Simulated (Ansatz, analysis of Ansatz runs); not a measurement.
# A hop of H in Be3N2 (P6_3/mmc), charge +1, part 4 of 4

Aim: the barrier of one jump in Be3N2 (P6_3/mmc) at charge +1: H transfer from N to N. The model is a cell of 120 host atoms with 1 H put in; H is the atom that moves.

Ansatz 0.2.0; plane-wave PAW DFT, HSE06; nudged elastic band between two relaxed defect structures at fixed charge in a uniform background.

So far, barrier forward (eV): step 4 (nudged elastic band, charge +1, HSE06) 1.66; step 6 (barrier from single points, PBEsol) 1.47.

**7. Single point at the top of the path, HSE06**

A single point at the top of the band gives the levels near the gap and the populations there.

This step: plane-wave PAW DFT, HSE06; single point of a defect supercell on a structure of the HSE06 path.

Contents of qp1.top.probe/input.yaml:

```yaml
crystal:
  lattice:
    - [8.51188346, 4.91433821, 0.0]
    - [-8.51188346, 4.91433821, 0.0]
    - [0.0, 0.0, 9.71005628]
  atoms:
    - { symbol: Be, position: [0.0002174, 0.33332313, 0.07832918] }
    - { symbol: Be, position: [0.16095347, 0.16633096, 0.07622115] }
    - { symbol: Be, position: [0.33375931, -0.00642826, 0.07621396] }
    - { symbol: Be, position: [0.00173289, 0.16702969, 0.57801619] }
    - { symbol: Be, position: [0.16650264, -0.00090551, 0.57866715] }
    - { symbol: Be, position: [0.33257314, 0.33132104, 0.5795716] }
    - { symbol: Be, position: [-0.0012195, 0.16733268, 0.92064948] }
    - { symbol: Be, position: [0.16750945, 8.912e-05, 0.92272772] }
    - { symbol: Be, position: [0.33232317, 0.33326728, 0.92247414] }
    - { symbol: Be, position: [0.00058929, 0.33364718, 0.42121159] }
    - { symbol: Be, position: [0.1653746, 0.16365834, 0.41933763] }
    - { symbol: Be, position: [0.3310004, -0.00214003, 0.41933723] }
    - { symbol: Be, position: [-0.00098953, -0.00129362, 0.24747688] }
    - { symbol: Be, position: [0.16656787, 0.3323854, 0.24902379] }
    - { symbol: Be, position: [0.32838673, 0.16098806, 0.22356985] }
    - { symbol: Be, position: [0.00173128, 0.00139378, 0.75135388] }
    - { symbol: Be, position: [0.16764762, 0.33365804, 0.75080821] }
    - { symbol: Be, position: [0.33406341, 0.16665072, 0.75068678] }
    - { symbol: "N", position: [-0.00014855, 0.00062745, 0.00014364] }
    - { symbol: "N", position: [0.16671223, 0.33337105, -0.00075283] }
    - { symbol: "N", position: [0.33246616, 0.16505099, 0.00381978] }
    - { symbol: "N", position: [0.00034454, 0.00026496, 0.5001242] }
    - { symbol: "N", position: [0.16839375, 0.33340454, 0.49940679] }
    - { symbol: "N", position: [0.33033365, 0.16289736, 0.50054852] }
    - { symbol: "N", position: [0.00025699, 0.33300523, 0.2499744] }
    - { symbol: "N", position: [0.16535383, 0.16526116, 0.24758469] }
    - { symbol: "N", position: [0.33267029, -0.00205321, 0.24758101] }
    - { symbol: "N", position: [0.00081527, 0.16747621, 0.74943566] }
    - { symbol: "N", position: [0.16796944, 0.00056023, 0.75091549] }
    - { symbol: "N", position: [0.33466587, 0.33331717, 0.75089239] }
    - { symbol: Be, position: [-0.00013674, 0.83245787, 0.07713676] }
    - { symbol: Be, position: [0.16932333, 0.66557907, 0.07932042] }
    - { symbol: Be, position: [0.3334981, 0.50035667, 0.07819376] }
    - { symbol: Be, position: [0.00244048, 0.66935995, 0.58040629] }
    - { symbol: Be, position: [0.1676581, 0.49961329, 0.5785587] }
    - { symbol: Be, position: [0.33446166, 0.83429463, 0.57803684] }
    - { symbol: Be, position: [0.00771627, 0.66691565, 0.92346329] }
    - { symbol: Be, position: [0.16734601, 0.4995044, 0.92148077] }
    - { symbol: Be, position: [0.3346862, 0.83135974, 0.92066681] }
    - { symbol: Be, position: [0.00208227, 0.83467958, 0.42128024] }
    - { symbol: Be, position: [0.16605285, 0.66615211, 0.42187472] }
    - { symbol: Be, position: [0.33031021, 0.49768, 0.4203227] }
    - { symbol: Be, position: [0.00016121, 0.49938294, 0.24902554] }
    - { symbol: Be, position: [0.16611077, 0.83159432, 0.24739925] }
    - { symbol: Be, position: [0.3340991, 0.66613001, 0.25178253] }
    - { symbol: Be, position: [0.00126117, 0.50068341, 0.75066768] }
    - { symbol: Be, position: [0.16878585, 0.83430751, 0.75127581] }
    - { symbol: Be, position: [0.33424063, 0.66635629, 0.74939596] }
    - { symbol: "N", position: [0.00119248, 0.49977809, 0.00064605] }
    - { symbol: "N", position: [0.16803109, 0.83243884, 0.00018451] }
    - { symbol: "N", position: [0.33426655, 0.66614062, -0.00027771] }
    - { symbol: "N", position: [-0.00058754, 0.4995591, 0.5004747] }
    - { symbol: "N", position: [0.16764351, 0.83290585, 0.50015382] }
    - { symbol: "N", position: [0.33553494, 0.66497734, 0.49972989] }
    - { symbol: "N", position: [-0.00011528, 0.83247633, 0.24894201] }
    - { symbol: "N", position: [0.16705194, 0.66554061, 0.25050178] }
    - { symbol: "N", position: [0.33397118, 0.49904908, 0.25001594] }
    - { symbol: "N", position: [0.0024235, 0.66775831, 0.75215076] }
    - { symbol: "N", position: [0.16756493, 0.50003292, 0.74984111] }
    - { symbol: "N", position: [0.33487354, 0.83340576, 0.74945464] }
    - { symbol: Be, position: [0.50042863, 0.33299919, 0.07378776] }
    - { symbol: Be, position: [0.66778254, 0.16608613, 0.07816342] }
    - { symbol: Be, position: [0.83302887, 0.0019431, 0.07930397] }
    - { symbol: Be, position: [0.49868623, 0.16498913, 0.57958193] }
    - { symbol: Be, position: [0.66698703, 0.00021342, 0.57854874] }
    - { symbol: Be, position: [0.83819537, 0.33497505, 0.57970965] }
    - { symbol: Be, position: [0.50071619, 0.16495696, 0.92245034] }
    - { symbol: Be, position: [0.66695973, -2.194e-05, 0.9214834] }
    - { symbol: Be, position: [0.83384928, 0.33293026, 0.92174659] }
    - { symbol: Be, position: [0.46945365, 0.30155617, 0.40238943] }
    - { symbol: Be, position: [0.6650425, 0.16291389, 0.42026179] }
    - { symbol: Be, position: [0.83354962, -0.00131892, 0.42185383] }
    - { symbol: Be, position: [0.4997962, -0.00084624, 0.24903287] }
    - { symbol: Be, position: [0.66627659, 0.33308589, 0.24482235] }
    - { symbol: Be, position: [0.83354572, 0.16668563, 0.25177539] }
    - { symbol: Be, position: [0.50106423, 0.00022577, 0.75093526] }
    - { symbol: Be, position: [0.66731506, 0.33429953, 0.75142167] }
    - { symbol: Be, position: [0.83376278, 0.16685161, 0.74932194] }
    - { symbol: "N", position: [0.50077765, -0.0006954, -0.00080221] }
    - { symbol: "N", position: [0.66742115, 0.33303725, 0.00066646] }
    - { symbol: "N", position: [0.83356449, 0.16687611, -0.00030091] }
    - { symbol: "N", position: [0.50076867, 0.00089395, 0.49937118] }
    - { symbol: "N", position: [0.66135857, 0.33862499, 0.50058016] }
    - { symbol: "N", position: [0.8323937, 0.16811329, 0.49970722] }
    - { symbol: "N", position: [0.49644112, 0.32899842, 0.24250698] }
    - { symbol: "N", position: [0.66646461, 0.16652324, 0.24994824] }
    - { symbol: "N", position: [0.83295776, -0.00036055, 0.25048036] }
    - { symbol: "N", position: [0.50074317, 0.16727152, 0.75087028] }
    - { symbol: "N", position: [0.66744401, 0.00016275, 0.74984171] }
    - { symbol: "N", position: [0.83386414, 0.33396435, 0.74994318] }
    - { symbol: Be, position: [0.50071689, 0.83282906, 0.07831732] }
    - { symbol: Be, position: [0.66812937, 0.66856393, 0.07731001] }
    - { symbol: Be, position: [0.83598548, 0.50072374, 0.07732046] }
    - { symbol: Be, position: [0.50241795, 0.67086708, 0.57978919] }
    - { symbol: Be, position: [0.70077099, 0.53404489, 0.59788996] }
    - { symbol: Be, position: [0.83684144, 0.83517222, 0.58039093] }
    - { symbol: Be, position: [0.50032428, 0.66645899, 0.92180352] }
    - { symbol: Be, position: [0.66643083, 0.49902809, 0.92607172] }
    - { symbol: Be, position: [0.83433139, 0.84029431, 0.92346868] }
    - { symbol: Be, position: [0.50105789, 0.83318956, 0.42120634] }
    - { symbol: Be, position: [0.66803889, 0.66728579, 0.42030555] }
    - { symbol: Be, position: [0.83452577, 0.5005608, 0.42038334] }
    - { symbol: Be, position: [0.50051487, 0.4988092, 0.24483431] }
    - { symbol: Be, position: [0.6667958, 0.83276674, 0.24892686] }
    - { symbol: Be, position: [0.83381194, 0.66640535, 0.25195459] }
    - { symbol: Be, position: [0.50161533, 0.49990506, 0.75157034] }
    - { symbol: Be, position: [0.66809214, 0.83387005, 0.75076472] }
    - { symbol: Be, position: [0.83942372, 0.67199637, 0.77901309] }
    - { symbol: "N", position: [0.50042857, 0.4999998, 0.0006922] }
    - { symbol: "N", position: [0.667194, 0.8337971, 0.00065266] }
    - { symbol: "N", position: [0.83550019, 0.66809759, -0.00538182] }
    - { symbol: "N", position: [0.50644428, 0.4942031, 0.5009281] }
    - { symbol: "N", position: [0.66698484, 0.83204927, 0.50047176] }
    - { symbol: "N", position: [0.83780693, 0.67042943, 0.49825001] }
    - { symbol: "N", position: [0.5004084, 0.83284265, 0.24995864] }
    - { symbol: "N", position: [0.66712836, 0.66573363, 0.24897353] }
    - { symbol: "N", position: [0.83314595, 0.49972722, 0.24899353] }
    - { symbol: "N", position: [0.50135606, 0.66649178, 0.75002198] }
    - { symbol: "N", position: [0.67134562, 0.50397849, 0.75734957] }
    - { symbol: "N", position: [0.83517221, 0.83501775, 0.75214652] }
    - { symbol: H, position: [0.58296143, 0.41547881, 0.50265319] }
total_charge: 1
basis:
  ecutwfc: 420
  xc_grid: 2
hamiltonian:
  xc: hse06
kpoints:
  mp_grid: { grid: [1, 1, 1], shift: [0.25, 0.25, 0.25] }
scf:
  occupations: { method: fixed }
  max_iter: 100
output:
  forces: true
  eigenvalues: true
  eigenstates: { localisation: true }
  populations: true
  write_density: true
  write_potential: true
  volumetric_format: npy
  elf: true
checkpoint:
  write: "../qp1.top.probe.run"
  compress: false
  write_wavefunctions: false
  write_every: 100000
```

On the command line:

```
$ ansatz run input.yaml --threads 32 --pin off --max-ram 84787MiB --backend cuda --events-out ev --progress --plain --runs-dir out --max-vram 78GiB
```

Log:

```text
[...]
Crystal: 121 atoms, lattice volume = 812.349 Å³
Basis set: ecut = 420 eV, 15933 PW (Γ), exchange–correlation on 144×144×144 points (8 copies of the dense FFT grid, shifted against one another)
Bands: 313, of which v1, the nominal top of the filled ones, is band 192 counted from 1 (191 counted from 0)
[...]
k-points: 1
[...]
hybrid outer 1: dexx = +1.147e-1 eV, tail = 6.86e-5 eV
[...]
SCF 3 converged in 4 iterations: F = -25267.416437 eV  dr2 = 1.41e-8
[...]
--- Löwdin populations: 121 sites ---
[...]
spilling = 0.045880 (of n_electrons = 384.000000)
[...]
```

Wall time 7.6 s (1 × NVIDIA GB200 with 32 threads of Arm Neoverse V2, shared host); peak memory 2.5 GiB.

Numbers from this step:

```
free energy : -25267.4164 eV
```

States next to the filling edge at the first k-point, on the run's own zero (eigenstates.tsv). The participation number counts the atoms that a state is spread over, of 121; bands count from 0.

| spin | band | energy (eV) | occupation | participation | largest share on | share |
| --- | --- | --- | --- | --- | --- | --- |
| both | 186 | 6.372 | 2.00 | 62.1 | N84 | 0.03 |
| both | 187 | 6.451 | 2.00 | 61.4 | N58 | 0.03 |
| both | 188 | 6.515 | 2.00 | 67.4 | N58 | 0.03 |
| both | 189 | 6.530 | 2.00 | 61.0 | N55 | 0.03 |
| both | 190 | 6.552 | 2.00 | 61.9 | N89 | 0.03 |
| both | 191 | 6.859 | 2.00 | 67.9 | N58 | 0.02 |
| both | 192 | 12.791 | 0.00 | 72.7 | Be95 | 0.04 |
| both | 193 | 12.858 | 0.00 | 105.9 | Be42 | 0.02 |
| both | 194 | 12.947 | 0.00 | 91.5 | Be18 | 0.02 |
| both | 195 | 13.425 | 0.00 | 75.2 | Be95 | 0.04 |
| both | 196 | 13.507 | 0.00 | 91.8 | Be45 | 0.03 |

Under HSE06 at one point at (¼, ¼, ¼), the highest filled state is spread over 68 of 121 atoms, and the lowest empty one, 5.93 eV above it, is spread over 73 of 121 atoms.

The distance between the highest filled and the lowest empty level goes from 5.91 eV at the start to 5.93 eV at the top.

**8. Summary of results**

| Item | Value |
| --- | --- |
| barrier forward | 1.66 eV |
| barrier backward | 1.66 eV |
| end less start | 0.00 eV |
| hop length | 2.82 Å |
| band iterations, as the log counts them | 14 |
| barrier from single points, PBEsol | 1.47 eV |

The top of the band lies 1.66 eV above the start and 1.66 eV above the end, which are alike in energy and neighbours. For hydrogen, zero-point energy and tunnelling change the rate much, so no rate follows from this barrier alone. Across functionals on this path (HSE06 1.664 and PBEsol 1.467 eV) the forward values spread by 0.196 eV. The order of the top as a saddle was not checked for all atoms, so a bent path could be lower. No image-charge correction is applied; it largely cancels along a path if the charge stays localised alike. Keep in mind: one k-point off the zone centre stands for the whole zone.

[Logs are printed without paths, hosts, clocks, repeated set-up lines and the standing remarks that a program may print on its own settings, such as how far it seeks lower states.]

[Hosts, paths, dates, database ids (printed as entryN), source tags and the programs' standing remarks are cut or masked in the printed files.]
